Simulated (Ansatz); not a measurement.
**Lattice dynamics of BeH2 (model cell, started as CdI2 type)**

Wanted: phonon frequencies of BeH2 (model cell, started as CdI2 type) and what follows from them.

Method: DFT LDA, scalar-relativistic, plane waves, PAW, in Ansatz 0.2.0.

The structure was built from a prototype and need not be the compound's stable phase.

**1. Starting point**

It takes space group P-3m1 (No. 164, trigonal). Conventional cell: a = 2.682 Å, b = 2.682 Å, c = 4.346 Å, α = 90.00°, β = 90.00°, γ = 120.00°. Be has 6 H at 1.89 Å nearest. H has 3 Be at 1.89 Å nearest. Farther neighbours are not listed.

**2. Coarse relaxation**

A rough relaxation comes first, because large forces or stress need no tight tolerances yet.

File input.yaml:

```yaml
crystal:
  lattice:
    - [2.6825, 0.0, 0.0]
    - [-1.34125, 2.32311, 0.0]
    - [0.0, 0.0, 4.34565]
  atoms:
    - { symbol: Be, position: [0.0, 0.0, 0.0] }
    - { symbol: H, position: [0.333333, 0.666667, 0.25] }
    - { symbol: H, position: [0.666667, 0.333333, 0.75] }
kpoints:
  mp_grid: { grid: [9, 9, 6] }
hamiltonian:
  xc: lda
scf:
  occupations: { method: gaussian, width: 0.1 }
output:
  forces: true
  stress: true
  eigenvalues: true
relax:
  adjacent_minimum: "off"
  f_tol: 0.05
  max_steps: 80
  cell: { stress_tol: 0.5 }
```

The run is started by

```sh
$ ansatz run input.yaml --threads 8 --pin off --max-ram 14336MiB --backend cpu --events-out ev --progress --plain --runs-dir out
```

Numbers of over 12 decimals in the logs are rounded to 6 here.

Output:

```text
[...]
F+E_penalty+E_count = -119.42758042 eV   max|allowed force component| = 8.613e-3 eV/Å   (the final SCF, on the basis selected at the relaxed cell)
  cell:  # Å, volume = 17.7275 Å³
    - [2.289942, 0, 0]
    - [-1.144971, 1.983148, 0]
    - [0, 0, 3.903618]
  atoms:
    - { symbol: Be, position: [0, 0, 0] }
    - { symbol: H, position: [0.333333, 0.666667, 0.225437] }
    - { symbol: H, position: [0.666667, 0.333333, 0.774563] }
[key lines of the parts left out:]
SCF converged after 4 iterations
Free energy (F): -119.427580 eV
Fermi energy:    3.292962 eV
P = ⅓ Tr σ = -0.1279 GPa (-1.279 kbar)
```

The job ended after 1.6 s (8 threads of Arm Neoverse V1, shared host; peak memory 0.28 GiB).

Step by step:

```tsv
step	energy less that of the first step (eV)	largest force component (eV/Å)	pressure (GPa)	volume (Å³)
1	0.0000	1.2782	-21.50	27.08
2	-0.6762	0.5275	-15.41	23.71
3	-0.9448	0.1132	-8.35	21.13
4	-1.0307	0.0407	0.05	18.73
5	-1.0331	0.0063	-0.28	18.43
6	-1.0352	0.0103	0.01	17.73
7*	-1.0317	0.0086	-0.13	17.73
```

Relaxation steps marked * repeat the geometry before them on a plane-wave basis chosen anew for their cell, so energy and pressure can jump there.

Forces are held to the 12 operations that the run works with; a distortion that breaks them can't arise in this run.

```tsv
cell as run	before	after	change
a (Å)	2.683	2.290	-14.6 %
b (Å)	2.682	2.290	-14.6 %
c (Å)	4.346	3.904	-10.2 %
volume (Å³/atom)	9.03	5.91	-34.5 %
```

The atoms that moved most (Å, as changes of fractional coordinates times the final cell):

```tsv
atom	dx	dy	dz	length
H3	0.000	0.000	0.096	0.096
H2	0.000	0.000	-0.096	0.096
```

The relaxed structure:

```xyz
3
Lattice="2.2899 0.0000 0.0000 -1.1450 1.9831 0.0000 0.0000 0.0000 3.9036" Properties=species:S:1:pos:R:3 pbc="T T T"
Be    0.0000    0.0000    0.0000
H     0.0000    1.3221    0.8800
H     1.1450    0.6610    3.0236
```

Numbers from this step:

```yaml
pressure: -0.1279 GPa
gap_on_the_k_mesh: 3.529 eV
volume_per_atom: 5.909 Å³
direct_gap_on_mesh: 3.803 eV
```

In this step the volume went from 9.03 to 5.91 Å³/atom.

**3. Relaxation**

The cell and atoms are relaxed, since residual forces and stress would shift the frequencies.

File input.yaml:

```yaml
crystal:
  lattice:
    - [2.2899415053, 0.0, 0.0]
    - [-1.1449707526, 1.9831475168, 0.0]
    - [0.0, 0.0, 3.9036183934]
  atoms:
    - { symbol: Be, position: [0.0, 0.0, 0.0] }
    - { symbol: H, position: [0.3333333333, 0.6666666667, 0.2254365468] }
    - { symbol: H, position: [0.6666666667, 0.3333333333, 0.7745634532] }
kpoints:
  mp_grid: { grid: [12, 12, 6] }
hamiltonian:
  xc: lda
scf:
  occupations: { method: gaussian, width: 0.02 }
output:
  forces: true
  stress: true
  eigenvalues: true
  write_density: true
  write_potential: true
  elf: true
  volumetric_format: npy
relax:
  adjacent_minimum: "off"
  f_tol: 0.005
  max_steps: 80
  cell: { stress_tol: 0.05 }
```

Output:

```text
[...]
Crystal: 3 atoms, lattice volume = 17.727 Å³
Basis set: ecut = 420 eV, 337 PW (Γ)
Bands: 6, of which v1, the nominal top of the filled ones, is band 2 counted from 1 (1 counted from 0)
Symmetry: 12 space group operations
[...]
k-points: 100 of 864
[...]
SCF iter   1: F=—  HF=-119.431677 eV  |F-HF|=—  |Δ(HF+E_count)|=         —  Δρ=1.14e-2  dr2=1.38e-2  ethr=1.77e-3  ⟨swp⟩=6.0  Hψ=5648  notcnv=0
[...]
SCF iter   6: F=-119.427091 eV  HF=-119.427091 eV  |F-HF|=3.00e-12  |Δ(HF+E_count)|=   1.54e-9  Δρ=4.42e-7  dr2=1.60e-11  ethr=1.02e-10  ⟨swp⟩=4.4  Hψ=2316  notcnv=0
SCF 1 converged in 6 iterations: F = -119.427091 eV  dr2 = 1.60e-11
[...]
relax step   1: F+E_penalty+E_count = -119.42709130 eV  Δ(F+E_penalty+E_count) = +0.000e0 eV  max|allowed force component| = 7.713e-3 eV/Å  Δτ_max = 0.0000 Å  P = -0.116 GPa  Ω = 17.727 Å³  (6 SCF iters, accepted)
Crystal: 3 atoms, lattice volume = 17.759 Å³
[...]
SCF iter   4: F=-119.427085 eV  HF=-119.427085 eV  |F-HF|=6.34e-11  |Δ(HF+E_count)|=   2.58e-8  Δρ=2.12e-6  dr2=3.56e-10  ethr=2.15e-9  ⟨swp⟩=6.5  Hψ=2064  notcnv=0
SCF 2 converged in 4 iterations: F = -119.427085 eV  dr2 = 3.56e-10
relax step   2: F+E_penalty+E_count = -119.42708532 eV  Δ(F+E_penalty+E_count) = +5.982e-6 eV  max|allowed force component| = 2.151e-3 eV/Å  Δτ_max = 0.0026 Å  P = -0.050 GPa  Ω = 17.759 Å³  energy of the carried Pulay correction = -4.406e-5 eV  (4 SCF iters, dr2 threshold 8.61e-8 eV, accepted)
Crystal: 3 atoms, lattice volume = 17.768 Å³
[...]
SCF iter   4: F=-119.427077 eV  HF=-119.427077 eV  |F-HF|=5.17e-12  |Δ(HF+E_count)|=   8.20e-9  Δρ=5.79e-7  dr2=2.56e-11  ethr=4.08e-10  ⟨swp⟩=5.9  Hψ=1861  notcnv=0
SCF 3 converged in 4 iterations: F = -119.427077 eV  dr2 = 2.56e-11
[...]
relax step   3: F+E_penalty+E_count = -119.42707676 eV  Δ(F+E_penalty+E_count) = +8.563e-6 eV  max|allowed force component| = 5.104e-4 eV/Å  Δτ_max = 0.0010 Å  P = -0.004 GPa  Ω = 17.768 Å³  energy of the carried Pulay correction = -5.781e-5 eV  (4 SCF iters, accepted)
[...]
SCF iter   3: F=-119.427140 eV  HF=-119.427140 eV  |F-HF|=8.10e-13  |Δ(HF+E_count)|=   7.97e-7  Δρ=2.09e-7  dr2=3.44e-12  ethr=1.00e-12  ⟨swp⟩=4.5  Hψ=2186  notcnv=0
SCF 4 converged in 3 iterations: F = -119.427140 eV  dr2 = 3.44e-12
relax step   4: F+E_penalty+E_count = -119.42714027 eV  Δ(F+E_penalty+E_count) = -6.351e-5 eV  max|allowed force component| = 5.433e-4 eV/Å  Δτ_max = 0.0000 Å  P = -0.001 GPa  Ω = 17.768 Å³  stress off target by 2.80e-3 GPa  SCF on the basis re-selected at this cell (its energy is not comparable with the rows above)  (3 SCF iters)
basis re-selected at this cell: Δ(F+E_penalty+E_count) = -6.351e-5 eV, ΔP = +0.004 GPa vs the last step (what re-selecting the basis moved, of the pressure what is left beyond the Pulay correction that the steps carried, after the strain that the cell walked since its last selection, with what the two solves' SCF thresholds leave and, on support functions, any second-order correction that the steps lacked; it is no m [...]
SCF converged after 3 iterations
Free energy (F): -119.427140 eV
[...]
Internal energy: -119.427140 eV  (E = F + TS)
E sigma→0 (E₀):  -119.427140 eV
Fermi energy:    3.380386 eV
[...]
--- Forces (eV/Å), atoms counted from 1 ---
  atom   1  Be     0.00000000     0.00000000     0.00000000
  atom   2  H     -0.00000000    -0.00000000    -0.00054335
  atom   3  H      0.00000000     0.00000000     0.00054335
  max |Σ_I F_I| component: 5.78e-19 eV/Å
--- Stress (GPa, compression-positive) ---
       -0.002266       0.000000       0.000000
        0.000000      -0.002266      -0.000000
        0.000000      -0.000000       0.002799
  P = ⅓ Tr σ = -0.0006 GPa (-0.006 kbar)
--- Band table (eV; the first three rows and the last of 100) ---
[...]
--- Relaxed structure (3 steps of the walk, 3 accepted, 1 SCFs on fresh bases) ---
[...]
cell:  # Å, volume = 17.7685 Å³
    - [2.288676, -2.8851619834729056e-11, 0]
    - [-1.144338, 1.982052, 2.1065645298554104e-19]
    - [0, 4.1465518707445506e-19, 3.916980]
  atoms:
    - { symbol: Be, position: [0, 0, 0] }
    - { symbol: H, position: [0.333333, 0.666667, 0.224529] }
    - { symbol: H, position: [0.666667, 0.333333, 0.775471] }
```

Wall time 1 s (8 threads); peak memory 0.29 GiB; 5 s of CPU time.

Relaxation path:

```tsv
step	energy less that of the first step (eV)	largest force component (eV/Å)	pressure (GPa)	volume (Å³)
1	0.0000	0.0077	-0.12	17.73
2	0.0000	0.0022	-0.05	17.76
3	0.0000	0.0005	0.00	17.77
4*	0.0000	0.0005	0.00	17.77
```

Relaxation steps marked * repeat the geometry before them on a plane-wave basis chosen anew for their cell, so energy and pressure can jump there.

The run keeps the 12 symmetry operations that it works with, so distortions that break them were not tested.

```tsv
conventional cell, symmetrised	before	after	change
a (Å)	2.290	2.289	-0.1 %
b (Å)	2.290	2.289	-0.1 %
c (Å)	3.904	3.917	+0.3 %
volume (Å³/atom)	5.91	5.92	+0.2 %
```

The relaxed structure:

```
Be H
1.0
     2.28868    0.00000    0.00000
    -1.14434    1.98205    0.00000
     0.00000    0.00000    3.91698
Be H
1 2
Direct
  0.00000 0.00000 0.00000
  0.33333 0.66667 0.22453
  0.66667 0.33333 0.77547
```

Numbers from this step:

```yaml
pressure: -5.77e-4 GPa
gap_on_the_k_mesh: 3.585 eV
volume_per_atom: 5.923 Å³
direct_gap_on_mesh: 3.956 eV
```

ELF in the ac plane at fractional y = 0.000, with atoms of Be within 0.2 Å of it. It is the smooth field of the valence electrons, not physical close to the nuclei.

Values, 20 rows by 12 columns:
```
0.00 0.00 0.04 0.20 0.38 0.46 0.48 0.46 0.38 0.20 0.04 0.00
0.02 0.03 0.14 0.37 0.55 0.62 0.64 0.62 0.54 0.37 0.14 0.03
0.10 0.14 0.29 0.51 0.67 0.76 0.79 0.76 0.67 0.51 0.29 0.14
0.20 0.24 0.36 0.56 0.73 0.83 0.86 0.83 0.73 0.56 0.36 0.24
0.22 0.24 0.34 0.52 0.72 0.84 0.87 0.84 0.72 0.52 0.34 0.24
0.18 0.20 0.27 0.43 0.63 0.78 0.82 0.77 0.63 0.43 0.27 0.20
0.12 0.13 0.18 0.28 0.44 0.58 0.64 0.58 0.44 0.28 0.17 0.13
0.07 0.07 0.09 0.13 0.19 0.26 0.29 0.26 0.19 0.13 0.09 0.07
0.03 0.03 0.04 0.05 0.06 0.06 0.07 0.06 0.06 0.05 0.04 0.03
0.02 0.02 0.02 0.03 0.03 0.04 0.04 0.04 0.03 0.03 0.02 0.02
0.03 0.03 0.04 0.05 0.06 0.06 0.07 0.06 0.06 0.05 0.04 0.03
0.07 0.07 0.09 0.13 0.19 0.26 0.29 0.26 0.19 0.13 0.09 0.07
0.12 0.13 0.17 0.28 0.44 0.58 0.64 0.58 0.44 0.28 0.18 0.13
0.18 0.20 0.27 0.43 0.63 0.77 0.82 0.78 0.63 0.43 0.27 0.20
0.22 0.24 0.34 0.52 0.72 0.84 0.87 0.84 0.72 0.52 0.34 0.24
0.20 0.24 0.36 0.56 0.73 0.83 0.86 0.83 0.73 0.56 0.36 0.24
0.10 0.14 0.29 0.51 0.67 0.76 0.79 0.76 0.67 0.51 0.29 0.14
0.02 0.03 0.14 0.37 0.54 0.62 0.64 0.62 0.55 0.37 0.14 0.03
0.00 0.00 0.04 0.20 0.38 0.46 0.48 0.46 0.38 0.20 0.04 0.00
0.00 0.00 0.02 0.14 0.31 0.38 0.40 0.38 0.31 0.14 0.02 0.00
```
Columns run along a (2.3 Å), rows up along c (3.9 Å). Atoms in or near the plane, at fractional coordinates: Be at (0.00, 0.00).

Electrostatic potential energy in the ac plane at fractional y = 0.000, with atoms of Be within 0.2 Å of it. With pseudopotentials it is smooth inside the atoms' cores, unlike the true potential.

Values in eV, 20 rows by 12 columns:
```
-43 -43 -33 -18  -4   0   1   0  -4 -18 -33 -43
-36 -32 -23 -10  -2   1   2   1  -2 -10 -23 -32
-19 -17  -9  -3   0   2   2   1   0  -3  -9 -17
 -4  -3  -1   1   2   2   2   2   2   1  -1  -3
  1   2   2   3   4   3   3   3   3   3   2   2
  4   4   5   5   5   5   5   5   5   5   5   4
  6   6   6   6   6   6   6   6   6   6   6   6
  7   7   7   7   7   7   7   7   7   7   7   7
  7   7   7   7   7   7   7   7   7   7   7   7
  7   7   7   7   7   7   7   7   7   7   7   7
  7   7   7   7   7   7   7   7   7   7   7   7
  7   7   7   7   7   7   7   7   7   7   7   7
  6   6   6   6   6   6   6   6   6   6   6   6
  4   4   5   5   5   5   5   5   5   5   5   4
  1   2   2   3   3   3   3   3   4   3   2   2
 -4  -3  -1   1   2   2   2   2   2   1  -1  -3
-19 -17  -9  -3   0   1   2   2   0  -3  -9 -17
-36 -32 -23 -10  -2   1   2   1  -2 -10 -23 -32
-43 -43 -33 -18  -4   0   1   0  -4 -18 -33 -43
-43 -43 -36 -21  -6   0   1   0  -6 -21 -36 -43
```
Columns run along a (2.3 Å; values clipped at the 3rd and 97th percentile), rows up along c (3.9 Å). Atoms in or near the plane, at fractional coordinates: Be at (0.00, 0.00).

Valence density in the ac plane at fractional y = 0.000, with atoms of Be within 0.2 Å of it. It is the smooth field of the valence electrons, not physical close to the nuclei.

Values in e/Å³, 20 rows by 12 columns:
```
0.09 0.12 0.20 0.26 0.28 0.29 0.30 0.29 0.28 0.26 0.20 0.12
0.16 0.18 0.23 0.27 0.30 0.31 0.32 0.31 0.30 0.27 0.23 0.18
0.20 0.21 0.24 0.27 0.30 0.33 0.34 0.33 0.30 0.27 0.24 0.21
0.18 0.19 0.21 0.24 0.28 0.32 0.34 0.32 0.28 0.24 0.21 0.19
0.14 0.15 0.17 0.19 0.23 0.27 0.29 0.27 0.23 0.20 0.17 0.15
0.10 0.11 0.12 0.14 0.17 0.20 0.21 0.20 0.17 0.14 0.12 0.11
0.07 0.07 0.08 0.10 0.11 0.13 0.13 0.13 0.11 0.10 0.08 0.07
0.05 0.05 0.05 0.06 0.07 0.08 0.08 0.08 0.07 0.06 0.05 0.05
0.04 0.04 0.04 0.04 0.05 0.05 0.05 0.05 0.05 0.04 0.04 0.04
0.03 0.03 0.03 0.04 0.04 0.04 0.05 0.04 0.04 0.04 0.03 0.03
0.04 0.04 0.04 0.04 0.05 0.05 0.05 0.05 0.05 0.04 0.04 0.04
0.05 0.05 0.05 0.06 0.07 0.08 0.08 0.08 0.07 0.06 0.05 0.05
0.07 0.07 0.08 0.10 0.11 0.13 0.13 0.13 0.11 0.10 0.08 0.07
0.10 0.11 0.12 0.14 0.17 0.20 0.21 0.20 0.17 0.14 0.12 0.11
0.14 0.15 0.17 0.20 0.23 0.27 0.29 0.27 0.23 0.19 0.17 0.15
0.18 0.19 0.21 0.24 0.28 0.32 0.34 0.32 0.28 0.24 0.21 0.19
0.20 0.21 0.24 0.27 0.30 0.33 0.34 0.33 0.30 0.27 0.24 0.21
0.16 0.18 0.23 0.27 0.30 0.31 0.32 0.31 0.30 0.27 0.23 0.18
0.09 0.12 0.20 0.26 0.28 0.29 0.30 0.29 0.28 0.26 0.20 0.12
0.05 0.09 0.18 0.25 0.28 0.28 0.28 0.28 0.28 0.25 0.18 0.09
```
Columns run along a (2.3 Å), rows up along c (3.9 Å). Atoms in or near the plane, at fractional coordinates: Be at (0.00, 0.00).

In this step the volume went from 5.91 to 5.92 Å³/atom.

**4. Relaxing to small forces for the phonons**

Phonons need a cell at rest on their own settings, so the relaxation is repeated with tight tolerances on forces and stress, using the mesh and the filling of the phonon run that follows.

File input.yaml:

```yaml
crystal:
  lattice:
    - [2.2886762277, 0.0, 0.0]
    - [-1.1443381138, 1.9820517542, 0.0]
    - [0.0, 0.0, 3.9169799331]
  atoms:
    - { symbol: Be, position: [0.0, 0.0, 0.0] }
    - { symbol: H, position: [0.3333333333, 0.6666666667, 0.224529252] }
    - { symbol: H, position: [0.6666666667, 0.3333333333, 0.775470748] }
kpoints:
  mp_grid: { grid: [12, 12, 8] }
hamiltonian:
  xc: lda
scf:
  occupations: { method: fixed }
output:
  forces: true
  stress: true
  eigenvalues: true
relax:
  adjacent_minimum: "off"
  f_tol: 0.001
  max_steps: 60
  cell: { stress_tol: 0.01 }
```

Output:

```text
[...]
Crystal: 3 atoms, lattice volume = 17.768 Å³
Basis set: ecut = 420 eV, 337 PW (Γ)
Bands: 6, of which v1, the nominal top of the filled ones, is band 2 counted from 1 (1 counted from 0)
Symmetry: 12 space group operations
[...]
k-points: 131 of 1152
[...]
--- Relaxed structure (1 steps of the walk, 1 accepted, 1 SCFs on fresh bases) ---
[...]
cell:  # Å, volume = 17.7685 Å³
    - [2.288676, -2.8867509521033138e-11, 0.0]
    - [-1.144338, 1.982052, 0.0]
    - [0.0, 0.0, 3.9169799331]
  atoms:
    - { symbol: Be, position: [0.0, 0.0, 0.0] }
    - { symbol: H, position: [0.333333, 0.666667, 0.224529252] }
    - { symbol: H, position: [0.666667, 0.333333, 0.775471] }
[key lines of the parts left out:]
SCF converged after 3 iterations
Free energy (F): -119.427158 eV
Fermi energy:    1.587910 eV
P = ⅓ Tr σ = -0.0008 GPa (-0.008 kbar)
```

The job ended after 0.62 s (8 threads; peak memory 0.28 GiB; 3.1 s of CPU time).

Little changed from the start: no atom moved by 0.005 Å and no cell edge by 0.1 %.

Numbers from this step:

| Quantity | Value |
| --- | --- |
| pressure | -8.08e-4 GPa |
| gap on the k-mesh | 3.592 eV |
| direct gap on mesh | 3.895 eV |

The largest force component left is 0.51 meV/Å and the pressure is -0.001 GPa, within the tolerances set. The cell now holds 5.92 Å³/atom.

[end of part 1 of 3]

[Logs are printed without paths, hosts, clocks, repeated set-up lines and the standing remarks that a program may print on its own settings, such as how far it seeks lower states.]

[Hosts, paths, dates, database ids (printed as entryN), source tags and the programs' standing remarks are cut or masked in the printed files.]
